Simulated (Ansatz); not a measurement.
# Decaying states in the gap of Ca2BrCl2F, part 3 of 3

A new crystal, Ca2BrCl2F: structure, gap and complex bands. It is built by putting Br for part of the F in the CaClF structure of space group P4/nmm, with the volume rescaled by atomic radii. The parent structure comes from the Materials Project.

Ansatz 0.2.0; r2SCAN DFT, plane waves, PAW files (the session's first sound run).

So far, gap on path (eV): step 3 (the bulk crystal and its band edges) 4.85.

The structure was built from a prototype and need not be the compound's stable phase.

## Step 6: Band edges at another level, cutoff 1500 eV

This step: r2SCAN DFT, plane waves, JTH PAW files (Ansatz 0.2.0).

The edges again with JTH files, at the same atoms. Against that run the cutoff is 1500 eV against 500.

Input file input.yaml:

```yaml
crystal:
  lattice:
    - [4.2945108618, 0.0, 0.0]
    - [0.0, 4.2945108618, 0.0]
    - [0.0, 0.0, 7.1822985367]
  atoms:
    - { symbol: Ca, position: [0.0, 0.5, 0.7626712061] }
    - { symbol: Ca, position: [0.5, 0.0, 0.2373287939] }
    - { symbol: Cl, position: [0.5, 0.0, 0.6250685714] }
    - { symbol: Cl, position: [0.0, 0.5, 0.3749314286] }
    - { symbol: F, position: [0.5, 0.5, 0.0] }
    - { symbol: Br, position: [0.0, 0.0, 0.0] }
kpoints:
  mp_grid: { grid: [6, 6, 4] }
  band_path: { path: [VBM, CBM], npoints: 30 }
scf:
  occupations: { method: fixed }
hamiltonian:
  xc: r2scan
  pseudopotentials: { kind: paw, source: jth }
output:
  eigenvalues: true
```

Started as:

```console
> ansatz run input.yaml --threads 2 --pin off --max-ram 4096MiB --backend cpu --events-out ev --progress --plain --runs-dir out
```

Numbers of over 12 decimals in the logs are rounded to 6 here.

The log of the run:

```text
Warning: <dir> the checks of this Ca dataset prove no rule for summing its radial tables, as where they were carried onto another mesh than they were made on, and Gregory's rule is taken, under which a leading mesh point left out moves its sums only by what lay on the interval it spanned. That does not make them correct, and they differ from Quantum ESPRESSO's on this file; a re-export a fraction of a mesh step off can move them. hamiltonian.pseudopotentials.radial_quadrature: simpson_from_first_knot sums it by `pw.x`'s rule; on a PAW file no value gives `pw.x`'s numbers. What more to know: hamiltonian.pseudopotentials.radial_quadrature, in the input reference
Warning: <dir> the checks of this Cl dataset prove no rule for summing its radial tables, as where they were carried onto another mesh than they were made on, and Gregory's rule is taken, under which a leading mesh point left out moves its sums only by what lay on the interval it spanned. That does not make them correct, and they differ from Quantum ESPRESSO's on this file; a re-export a fraction of a mesh step off can move them. hamiltonian.pseudopotentials.radial_quadrature: simpson_from_first_knot sums it by `pw.x`'s rule; on a PAW file no value gives `pw.x`'s numbers. What more to know: hamiltonian.pseudopotentials.radial_quadrature, in the input reference
Warning: <dir> the checks of this F dataset prove no rule for summing its radial tables, as where they were carried onto another mesh than they were made on, and Gregory's rule is taken, under which a leading mesh point left out moves its sums only by what lay on the interval it spanned. That does not make them correct, and they differ from Quantum ESPRESSO's on this file; a re-export a fraction of a mesh step off can move them. hamiltonian.pseudopotentials.radial_quadrature: simpson_from_first_knot sums it by `pw.x`'s rule; on a PAW file no value gives `pw.x`'s numbers. What more to know: hamiltonian.pseudopotentials.radial_quadrature, in the input reference
Warning: <dir> the checks of this Br dataset prove no rule for summing its radial tables, as where they were carried onto another mesh than they were made on, and Gregory's rule is taken, under which a leading mesh point left out moves its sums only by what lay on the interval it spanned. That does not make them correct, and they differ from Quantum ESPRESSO's on this file; a re-export a fraction of a mesh step off can move them. hamiltonian.pseudopotentials.radial_quadrature: simpson_from_first_knot sums it by `pw.x`'s rule; on a PAW file no value gives `pw.x`'s numbers. What more to know: hamiltonian.pseudopotentials.radial_quadrature, in the input reference
[...]
Crystal: 6 atoms, lattice volume = 132.462 Å³
Basis set: ecut = 1500 eV, 17549 PW (Γ), exchange–correlation on 288×288×480 points (64 copies of the dense FFT grid, shifted against one another)
Bands: 30, of which v1, the nominal top of the filled ones, is band 24 counted from 1 (23 counted from 0)
Symmetry: 8 space group operations
[...]
k-points: 30 of 144 (time reversal used)
[...]
SCF iter   1: F=—  HF=-9430.142068 eV  |F-HF|=—  |Δ(HF+E_count)|=         —  Δρ=1.70e-1  dr2=4.61e1  dr2_τ=2.83e0  ethr=3.10e-3  ⟨swp⟩=6.1  Hψ=4390  notcnv=0  defer=88
[...]
SCF iter  10: F=-9423.218980 eV  HF=-9423.218980 eV  |F-HF|=1.73e-8  |Δ(HF+E_count)|=   8.63e-8  Δρ=4.24e-6  dr2=4.00e-8  dr2_τ=7.05e-9  ethr=2.08e-10  ⟨swp⟩=17.4  Hψ=7058  notcnv=0
SCF 1 converged in 10 iterations: F = -9423.218980 eV  dr2 = 4.00e-8
[...]
SCF converged after 10 iterations
Free energy (F): -9423.218980 eV
[...]
Internal energy: -9423.218980 eV  (E = F + TS)
E sigma→0 (E₀):  -9423.218980 eV
Fermi energy:    3.930552 eV
[...]
--- Band table (eV; the first three rows and the last of 30) ---
  k-point 0: bands = [... 20 lower, 2.9820, 3.3015, 3.7154, 3.7154, 8.7758, 9.2227, 10.0323, 10.2071, ... 2 higher]
  k-point 1: bands = [... 20 lower, 3.0367, 3.0560, 3.7233, 3.7233, 8.9784, 9.4518, 10.1060, 10.2694, ... 2 higher]
  k-point 2: bands = [... 20 lower, 3.0875, 3.0875, 3.7316, 3.7316, 9.3350, 9.6054, 10.0842, 10.3935, ... 2 higher]
  k-point 29: bands = [... 20 lower, 2.7770, 2.7814, 3.9306, 3.9306, 10.3563, 10.3563, 10.4685, 10.9974, ... 2 higher]
```

It took 4.9 min on 2 threads of Arm Neoverse V1, shared host; peak memory 2.9 GiB; 9.7 min of CPU time.

Numbers from this step:

```
free energy        : -9423.2190 eV
Fermi energy       : 3.931 eV
gap on the k-mesh  : 4.845 eV
gap on path        : 4.845 eV, by band count; negative where bands overlap
direct gap on path : 5.060 eV
```

Electronic bands along the path, in eV, zero at the Fermi level (highest filled level under fixed occupations); v1 is the highest filled band, c1 the lowest empty one:

```tsv
point	v4	v3	v2	v1	c1	c2	c3	c4
VBM	-1.15	-1.15	0.00	0.00	6.43	6.43	6.54	7.07
halfway	-1.03	-0.87	-0.69	-0.11	5.97	6.18	6.48	6.62
CBM	-0.95	-0.63	-0.22	-0.22	4.85	5.29	6.10	6.28
```

The searched edges give 4.85 eV, as on the mesh.

## Step 7: Complex bands at another level

This step: r2SCAN DFT, plane waves, JTH PAW files; complex bands by layer matching along the plane's normal (Ansatz 0.2.0).

The complex bands at that level, over its own gap, at (0, 0) and (-0.5, 0).

Input file input.yaml:

```yaml
crystal:
  lattice:
    - [7.182298537, 0.0, 0.0]
    - [0.0, 6.073355505, 0.0]
    - [0.0, 3.036677752, 3.036677752]
  atoms:
    - { symbol: Ca, position: [0.7626712061, 0.5, 0.5] }
    - { symbol: Ca, position: [0.2373287939, 0.0, 0.5] }
    - { symbol: Cl, position: [0.6250685714, 0.0, 0.5] }
    - { symbol: Cl, position: [0.3749314286, 0.5, 0.5] }
    - { symbol: F, position: [0.0, 0.5, 0.0] }
    - { symbol: Br, position: [0.0, 0.0, 0.0] }
kpoints:
  mp_grid: { grid: [4, 8, 8] }
scf:
  occupations: { method: fixed }
hamiltonian:
  xc: r2scan
  pseudopotentials: { kind: paw, source: jth }
output:
  eigenvalues: true
  transmission:
    leads: [[0, 0]]
    kpoints: [[0.0, 0.0], [-0.5, 0.0]]
    e_range: [-1.0, 5.85]
    de: 0.14
```

The log of the run:

```text
Warning: <dir> the checks of this Ca dataset prove no rule for summing its radial tables, as where they were carried onto another mesh than they were made on, and Gregory's rule is taken, under which a leading mesh point left out moves its sums only by what lay on the interval it spanned. That does not make them correct, and they differ from Quantum ESPRESSO's on this file; a re-export a fraction of a mesh step off can move them. hamiltonian.pseudopotentials.radial_quadrature: simpson_from_first_knot sums it by `pw.x`'s rule; on a PAW file no value gives `pw.x`'s numbers. What more to know: hamiltonian.pseudopotentials.radial_quadrature, in the input reference
Warning: <dir> the checks of this Cl dataset prove no rule for summing its radial tables, as where they were carried onto another mesh than they were made on, and Gregory's rule is taken, under which a leading mesh point left out moves its sums only by what lay on the interval it spanned. That does not make them correct, and they differ from Quantum ESPRESSO's on this file; a re-export a fraction of a mesh step off can move them. hamiltonian.pseudopotentials.radial_quadrature: simpson_from_first_knot sums it by `pw.x`'s rule; on a PAW file no value gives `pw.x`'s numbers. What more to know: hamiltonian.pseudopotentials.radial_quadrature, in the input reference
Warning: <dir> the checks of this F dataset prove no rule for summing its radial tables, as where they were carried onto another mesh than they were made on, and Gregory's rule is taken, under which a leading mesh point left out moves its sums only by what lay on the interval it spanned. That does not make them correct, and they differ from Quantum ESPRESSO's on this file; a re-export a fraction of a mesh step off can move them. hamiltonian.pseudopotentials.radial_quadrature: simpson_from_first_knot sums it by `pw.x`'s rule; on a PAW file no value gives `pw.x`'s numbers. What more to know: hamiltonian.pseudopotentials.radial_quadrature, in the input reference
Warning: <dir> the checks of this Br dataset prove no rule for summing its radial tables, as where they were carried onto another mesh than they were made on, and Gregory's rule is taken, under which a leading mesh point left out moves its sums only by what lay on the interval it spanned. That does not make them correct, and they differ from Quantum ESPRESSO's on this file; a re-export a fraction of a mesh step off can move them. hamiltonian.pseudopotentials.radial_quadrature: simpson_from_first_knot sums it by `pw.x`'s rule; on a PAW file no value gives `pw.x`'s numbers. What more to know: hamiltonian.pseudopotentials.radial_quadrature, in the input reference
Engine: ansatz 0.2.0, aarch64-unknown-linux-gnu
Pseudopotentials: kind: paw
Pseudopotential: Ca, paw, valence charge 10, recommended cutoff 870 eV (normal), Ca.paw.azcp
Pseudopotential: Cl, paw, valence charge 7, recommended cutoff 930 eV (normal), Cl.paw.azcp
Pseudopotential: F, paw, valence charge 7, recommended cutoff 1500 eV (normal), F.paw.azcp
Pseudopotential: Br, paw, valence charge 7, recommended cutoff 300 eV (normal), Br.paw.azcp
Functional definition: r2SCAN
  parameter k0 = 0.174
  parameter k1 = 0.065
  parameter a1 = 4.9479
  exchange = r2scan_x(k0 = k0, k1 = k1, a1 = a1)
  correlation = r2scan_c
Error: memory limit exceeded: the `transmission` phase of `transmission` needs 15.22 GiB against the run's memory maximum of 4.00 GiB; largest carriers: transmission 12.67 GiB, source scf tables 2.23 GiB, unmodelled-tail allowance 0.30 GiB, source scf state 0.01 GiB; this run sums exchange and correlation above basis.xc_grid: 1 (its plan line states the level, which a resume's fixed deck keeps): xc box scratch, where [...]
with nothing else changed it takes a maximum of at least 15.22 GiB, with nothing to spare, and 16.74 GiB leaves up to a tenth: --max-ram 16.74GiB where that set the maximum, else more of the term that did, and with no share typed, where 16.74 GiB is over 0.88 of the host's memory or its container's limit, a share of 0.88 or more that holds the maximum too (--max-ram-frac F), where one does; The budget is ten eleventh [...]
`transmission` follows the SCF: where the deck gives it k-points, a mesh or a band count of its own, those are what to reduce (not on a resume, whose deck is fixed)
```

It took 0.67 s on 2 threads; peak memory 0.31 GiB.

The input was rejected at the start.

The program's message: “Error: memory limit exceeded: the `transmission` phase of `transmission` needs 15.22 GiB against the run's memory maximum of 4.00 GiB; largest carriers: transmission 12.67 GiB, source scf tables 2.23 …”

## Step 8: A repeat with changed settings

This step: r2SCAN DFT, plane waves, PAW files; complex bands by layer matching along the plane's normal; changed: output.transmission.e_range = [1, -1], scf.max_iter = 100 (Ansatz 0.2.0).

This run repeats an earlier one, its twin (the complex run, plane (110)), with two settings changed (output.transmission.e_range, scf.max_iter; files written aside). The setting was drawn as a possible misstep, on purpose. Where the input is shown as a difference, that is against the step before, not the twin.

input.yaml: that of step 7 with these lines changed.

```diff
@@ -16,5 +16,5 @@
   occupations: { method: fixed }
+  max_iter: 100
 hamiltonian:
   xc: r2scan
-  pseudopotentials: { kind: paw, source: jth }
 output:
@@ -24,3 +24,3 @@
     kpoints: [[0.0, 0.0], [-0.5, 0.0]]
-    e_range: [-1.0, 5.85]
+    e_range: [1, -1]
     de: 0.14
```

The log of the run:

```text
Error: invalid value for `output.transmission.e_range`: [1, -1] eV must be finite with min < max
```

Elapsed: 0.16 s, on 2 threads; peak memory 0.083 GiB.

The program refused the input before any cycle.

The program's message: “Error: invalid value for `output.transmission.e_range`: [1, -1] eV must be finite with min < max”

The change that led to it: output.transmission.e_range = [1, -1].

## Step 9: Summary of results

| Quantity | Value |
| --- | --- |
| band gap | 4.85 eV |
| least decay constant at mid-gap, normal to (110) | 0.381 Å⁻¹ |
| least decay constant at mid-gap, normal to (001) | 0.446 Å⁻¹ |

With r2SCAN, the slowest decay at the wavevectors tried is κ = 0.381 Å⁻¹, normal to (110). Through such a film the transmission near mid-gap falls as exp(−2κd), a factor of ten every 3.0 Å. The decay depends on direction: 1.2 times faster normal to (001). A free electron under a barrier of half the gap would need a mass of 0.23 mₑ to decay at this rate. The compound is made up by substitution; its stability against other phases and against distortions of the cell's symmetry was not tested. r2SCAN still narrows gaps, if less than LDA and GGA do, so real decay constants are likely larger.

[Logs are printed without paths, hosts, clocks, repeated set-up lines and the standing remarks that a program may print on its own settings, such as how far it seeks lower states.]

[Hosts, paths, dates, database ids (printed as entryN), source tags and the programs' standing remarks are cut or masked in the printed files.]
